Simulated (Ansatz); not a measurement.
# BiAu3 (built on the sites of a database entry of Cu3Sb): phonons and vibrational spectra

Aim: the vibrations of BiAu3 (built on the sites of a database entry of Cu3Sb), their spectra, and whether the structure is stable.

Program: Ansatz 0.2.0. Level of theory: DFT LDA, scalar-relativistic, plane waves, norm-conserving pseudopotentials. Results are calculated unless marked as measured.

Most raw output is cut from this account.

The structure was built from a prototype and need not be the compound's stable phase.

**1. The starting structure**

The structure is cubic, space group Fm-3m (No. 225). Conventional cell: a = 6.425 Å, b = 6.425 Å, c = 6.425 Å, α = 90.00°, β = 90.00°, γ = 90.00°. Nearest to Au lie 8 Au at 2.78 Å. Au has 4 Au at 2.78 Å and 4 Bi at 2.78 Å nearest. Bi has 8 Au at 2.78 Å nearest. Farther neighbours are not listed.

Structure file:

```cif
data_structure
_symmetry_space_group_name_H-M 'P 1'
_symmetry_Int_Tables_number 1
_cell_length_a 4.5433
_cell_length_b 4.5433
_cell_length_c 4.5433
_cell_angle_alpha 60.000
_cell_angle_beta 60.000
_cell_angle_gamma 60.000
_cell_volume 66.32
loop_
_atom_site_label
_atom_site_type_symbol
_atom_site_fract_x
_atom_site_fract_y
_atom_site_fract_z
_atom_site_occupancy
Au1 Au 0.50000 0.50000 0.50000 1
Au2 Au 0.25000 0.25000 0.25000 1
Au3 Au 0.75000 0.75000 0.75000 1
Bi4 Bi 0.00000 0.00000 0.00000 1
```

**2. Rough relaxation**

The start is far from rest, so a relaxation with loose tolerances brings it close first.

input.yaml

```yaml
crystal:
  lattice:
    - [0.0, 3.21263, 3.21263]
    - [3.21263, 0.0, 3.21263]
    - [3.21263, 3.21263, 0.0]
  atoms:
    - { symbol: Au, position: [0.5, 0.5, 0.5] }
    - { symbol: Au, position: [0.25, 0.25, 0.25] }
    - { symbol: Au, position: [0.75, 0.75, 0.75] }
    - { symbol: Bi, position: [0.0, 0.0, 0.0] }
kpoints:
  mp_grid: { grid: [6, 6, 6] }
hamiltonian:
  xc: lda
  pseudopotentials: { kind: nc }
scf:
  occupations: { method: gaussian, width: 0.1 }
output:
  forces: true
  stress: true
  eigenvalues: true
relax:
  adjacent_minimum: "off"
  f_tol: 0.05
  max_steps: 80
  cell: { stress_tol: 0.5 }
```

Run with:

```bash
ansatz run input.yaml --threads 8 --pin off --max-ram 14336MiB --backend cpu --events-out ev --progress --plain --runs-dir out
```

It took 17 s on 8 threads of AMD EPYC 7571, shared host; peak memory 0.88 GiB.

The steps of the relaxation:

```
step  energy less that of the first step (eV)  largest force component (eV/Å)  pressure (GPa)  volume (Å³)
   1                                   0.0000                          0.0000           32.63        66.32
   2                                  -0.9730                          0.0000            2.01        76.49
   3                                  -0.9790                          0.0000            0.52        77.27
   4                                  -0.9794                          0.0000            0.01        77.55
  5*                                  -0.9883                          0.0000            0.33        77.55
```

Relaxation steps marked * repeat the geometry before them on a plane-wave basis chosen anew for their cell, so energy and pressure can jump there.

The run keeps the 48 symmetry operations that it works with, so distortions that break them were not tested.

```
conventional cell, symmetrised  before  after   change
                         a (Å)   6.425  6.769   +5.4 %
                         b (Å)   6.425  6.769   +5.4 %
                         c (Å)   6.425  6.769   +5.4 %
              volume (Å³/atom)   16.58  19.39  +16.9 %
```

The relaxed structure:

```xyz
4
Lattice="0.0000 3.3846 3.3846 3.3846 0.0000 3.3846 3.3846 3.3846 0.0000" Properties=species:S:1:pos:R:3 pbc="T T T"
Au    3.3846    3.3846    3.3846
Au    1.6923    1.6923    1.6923
Au    5.0769    5.0769    5.0769
Bi    0.0000    0.0000    0.0000
```

Numbers from this step:

| Item | Value |
| --- | --- |
| pressure | 0.3297 GPa |
| volume per atom | 19.39 Å³ |
| gap on the k-mesh | 0 eV |

In this step the volume went from 16.58 to 19.39 Å³/atom.

**3. Relaxation**

The cell and atoms are relaxed, since residual forces and stress would shift the frequencies.

input.yaml

```yaml
crystal:
  lattice:
    - [0.0, 3.3846196166, 3.3846196166]
    - [3.3846196166, 0.0, 3.3846196166]
    - [3.3846196166, 3.3846196166, 0.0]
  atoms:
    - { symbol: Au, position: [0.5, 0.5, 0.5] }
    - { symbol: Au, position: [0.25, 0.25, 0.25] }
    - { symbol: Au, position: [0.75, 0.75, 0.75] }
    - { symbol: Bi, position: [0.0, 0.0, 0.0] }
kpoints:
  mp_grid: { grid: [12, 12, 12] }
hamiltonian:
  xc: lda
  pseudopotentials: { kind: nc }
scf:
  occupations: { method: gaussian, width: 0.1 }
output:
  forces: true
  stress: true
  eigenvalues: true
  write_density: true
  write_potential: true
  elf: true
  volumetric_format: npy
relax:
  adjacent_minimum: "off"
  f_tol: 0.005
  max_steps: 80
  cell: { stress_tol: 0.05 }
```

Wall time 69 s (8 threads); peak memory 1.2 GiB.

Little changed from the start: no atom moved by 0.005 Å and no cell edge by 0.1 %.

This step gave:

```
pressure        : -8.33e-4 GPa
volume per atom : 19.37 Å³
```

ELF in the ac plane of the conventional cell at fractional y = 0.000, with atoms of Au and Bi within 0.2 Å of it. It is the smooth field of the valence electrons, not physical close to the nuclei.

Ten even steps from '_' (0.04) to '@' (0.69), each cell a mean:
```
..++++==::::--**@@**@@%%==::..--==++::
++++==--::::--==##@@@@**--::..::==++++
====--::....::--==++==--::::..::--====
--::::::......::::::::::::......::::--
......................................
::::::......::::::----::::......::::::
++==--::....::--========--::..::::--==
@@##==--::::--==++++++++==::..::--**%%
**@@**--::::==++++..--++==--..::==@@@@
--@@##--::::==++==__..++==--..::++@@**
@@@@++--::::--++++==++++==::..::==##@@
##++--::..::--==++++++==--::..::--==**
----::::....::----====--::::....::----
::::..........::::::::::..........::::
::::::..........::::::::..........::::
==----::....::::--------::....::::--==
++++==--::..::--++##**==--::..::--==++
==++++--::::--++@@@@@@##==::..::==++++
__==++==::::--##@@--**@@++::..--==++..
```
Columns run along a (6.8 Å), rows up along c (6.8 Å), edges of the conventional cell, whose origin can differ from the input's. Atoms in or near the plane, at fractional coordinates: Au at (0.50, 0.00), Au at (0.00, 0.50), Bi at (0.00, 0.00), Bi at (0.50, 0.50).

Valence density in the ac plane of the conventional cell at fractional y = 0.000, with atoms of Au and Bi within 0.2 Å of it. It is the smooth field of the valence electrons, not physical close to the nuclei.

Values in units of 1e0 e/Å³, 10 rows by 16 columns, each cell a mean:
```
4.0 3.0 0.6 0.2 0.2 0.4 2.3 6.8 7.3 4.3 0.7 0.2 0.1 0.3 1.8 4.1
0.6 0.4 0.2 0.1 0.1 0.2 0.3 0.6 0.7 0.4 0.2 0.1 0.1 0.2 0.3 0.5
0.2 0.2 0.1 0.1 0.1 0.1 0.1 0.2 0.2 0.1 0.1 0.1 0.1 0.1 0.1 0.2
1.6 0.8 0.3 0.2 0.1 0.2 0.5 1.0 1.3 0.7 0.3 0.2 0.1 0.2 0.5 1.3
7.4 5.7 0.8 0.2 0.2 0.4 2.3 4.5 3.6 3.8 0.7 0.2 0.2 0.4 3.1 8.1
7.3 4.3 0.7 0.2 0.1 0.3 1.8 4.1 4.0 3.0 0.6 0.2 0.2 0.4 2.3 6.8
0.7 0.4 0.2 0.1 0.1 0.2 0.3 0.5 0.6 0.4 0.2 0.1 0.1 0.2 0.3 0.6
0.2 0.1 0.1 0.1 0.1 0.1 0.1 0.2 0.2 0.2 0.1 0.1 0.1 0.1 0.1 0.2
1.3 0.7 0.3 0.2 0.1 0.2 0.5 1.3 1.6 0.8 0.3 0.2 0.1 0.2 0.5 1.0
3.6 3.8 0.7 0.2 0.2 0.4 3.1 8.1 7.4 5.7 0.8 0.2 0.2 0.4 2.3 4.5
```
Columns run along a (6.8 Å), rows up along c (6.8 Å), edges of the conventional cell, whose origin can differ from the input's. Atoms in or near the plane, at fractional coordinates: Au at (0.50, 0.00), Au at (0.00, 0.50), Bi at (0.00, 0.00), Bi at (0.50, 0.50).

Electrostatic potential energy in the ac plane of the conventional cell at fractional y = 0.000, with atoms of Au and Bi within 0.2 Å of it. With pseudopotentials it is smooth inside the atoms' cores, unlike the true potential.

Ten even steps from '0' (-105 eV) to '9' (21 eV), each cell a mean:
```
2479999710058999853
5689999864589999975
8899999998899999998
9999999999999999999
9999999999999999999
9999999999999999999
8999999988899999998
4699999865679999985
0279999742368999850
0179999731258999840
1489999753468999961
7899999877789999987
9999999999999999999
9999999999999999999
9999999999999999999
9999999999999999999
7799999987799999987
4579999841269999864
1479999710048999852
```
Columns run along a (6.8 Å; values clipped at the 3rd and 97th percentile), rows up along c (6.8 Å), edges of the conventional cell, whose origin can differ from the input's. Atoms in or near the plane, at fractional coordinates: Au at (0.50, 0.00), Au at (0.00, 0.50), Bi at (0.00, 0.00), Bi at (0.50, 0.50).

In this step the volume went from 19.39 to 19.37 Å³/atom.

**4. Relaxing to small forces for the phonons**

Phonons need a cell at rest on their own settings, so the relaxation is repeated with tight tolerances on forces and stress on the k mesh and occupations of the first response run.

input.yaml

```yaml
crystal:
  lattice:
    - [0.0, 3.3835857138, 3.3835857138]
    - [3.3835857138, 0.0, 3.3835857138]
    - [3.3835857138, 3.3835857138, 0.0]
  atoms:
    - { symbol: Au, position: [0.5, 0.5, 0.5] }
    - { symbol: Au, position: [0.25, 0.25, 0.25] }
    - { symbol: Au, position: [0.75, 0.75, 0.75] }
    - { symbol: Bi, position: [0.0, 0.0, 0.0] }
kpoints:
  mp_grid: { grid: [12, 12, 12] }
hamiltonian:
  xc: lda
  pseudopotentials: { kind: nc }
scf:
  occupations: { method: methfessel_paxton, width: 0.2 }
output:
  forces: true
  stress: true
  eigenvalues: true
relax:
  adjacent_minimum: "off"
  f_tol: 0.001
  max_steps: 60
  cell: { stress_tol: 0.01 }
```

It took 37 s on 8 threads; peak memory 1.2 GiB; 4.6 min of CPU time.

Little changed from the start: no atom moved by 0.005 Å and no cell edge by 0.1 %.

This step gave:

```yaml
pressure: 0.002014 GPa
```

The forces vanish by symmetry and the pressure is 0.002 GPa, within the tolerances set. The cell now holds 19.37 Å³/atom.

**5. Modes at Γ**

The zone centre is the only wavevector solved here; it holds the modes that light can see, as far as symmetry allows. No field response is asked, since the mesh shows no gap.

Edit input.yaml of step 4 so:

```diff
@@ -18,9 +18,4 @@
 output:
-  forces: true
-  stress: true
   eigenvalues: true
-relax:
-  adjacent_minimum: "off"
-  f_tol: 0.001
-  max_steps: 60
-  cell: { stress_tol: 0.01 }
+phonons:
+  method: dfpt
```

Wall time 5 min (8 threads); peak memory 5 GiB.

This step gave:

```yaml
sum_rule_residual_before_enforcement: 5.73e-4 eV/Å²
point_group: m-3m
highest_optical_mode_at_the_zone_centre_no_lo_to_term: 88.45 cm⁻¹
lowest_optical_zone_centre_mode: 54.66 cm⁻¹
```

Patterns of degenerate modes are one choice out of their space. Modes at Γ, with each element's share of the kinetic energy:

```
mode  frequency (cm⁻¹)  symmetry  Au %  Bi %
   1               0.0  acoustic    74    26
   2               0.0  acoustic    74    26
   3               0.0  acoustic    74    26
   4              54.7       T1u    42    58
   5              54.7       T1u    42    58
   6              54.7       T1u    42    58
   7              72.5       T2g   100     0
   8              72.5       T2g   100     0
   9              72.5       T2g   100     0
  10              88.5       T1u    84    16
  11              88.5       T1u    84    16
  12              88.5       T1u    84    16
```

Displacements in mode 5 (54.7 cm⁻¹), the largest set to 1:
```
Au1  0.00  0.05 -0.87
Au2  0.00  0.01 -0.10
Au3  0.00  0.01 -0.10
Bi4  0.00 -0.05  1.00
```

Displacements in mode 12 (88.5 cm⁻¹), the largest set to 1:
```
Au1  0.00  0.18  1.00
Au2  0.00 -0.16 -0.85
Au3  0.00 -0.16 -0.85
Bi4  0.00  0.12  0.67
```

Before it was imposed, the acoustic sum rule was missed by 5.7e-4 eV/Å². Small misses are needed for a sound result but don't prove that mesh and cutoff are converged. The lowest optical mode is real, 54.7 cm⁻¹.

**6. Summary of results**

| Quantity | Value |
| --- | --- |
| space group after relaxation (within 0.01 Å) | Fm-3m |
| volume per atom | 19.4 Å³ |
| electronic character | no gap on this mesh |
| highest optical mode at the zone centre (no LO-TO term) | 88.5 cm⁻¹ |
| lowest optical zone-centre mode | 54.7 cm⁻¹ |
| imaginary modes at Γ (the only wavevector solved) | none |

**Reading.** The structure is stable against zone-centre distortions, since no mode there is imaginary; other wavevectors were not solved, so zone-boundary instabilities are untested. The optical modes at Γ span 55 to 88 cm⁻¹. No dispersion was computed. The highest mode in this list at Γ, 88.5 cm⁻¹, is mostly motion of Au (84 % of the kinetic energy). With no gap, or one that is small against the smearing, the frequencies hang on the k mesh and the smearing, most of all near Kohn anomalies. Spin-orbit coupling is left out, which can matter for the heavy elements here. The starting cell was built on a prototype and not taken from a measurement, so the phase need not exist. These are harmonic frequencies at zero temperature: anharmonic shifts, linewidths and thermal expansion are left out.

[Logs are printed without paths, hosts, clocks, repeated set-up lines and the standing remarks that a program may print on its own settings, such as how far it seeks lower states.]

[Hosts, paths, dates, database ids (printed as entryN), source tags and the programs' standing remarks are cut or masked in the printed files.]
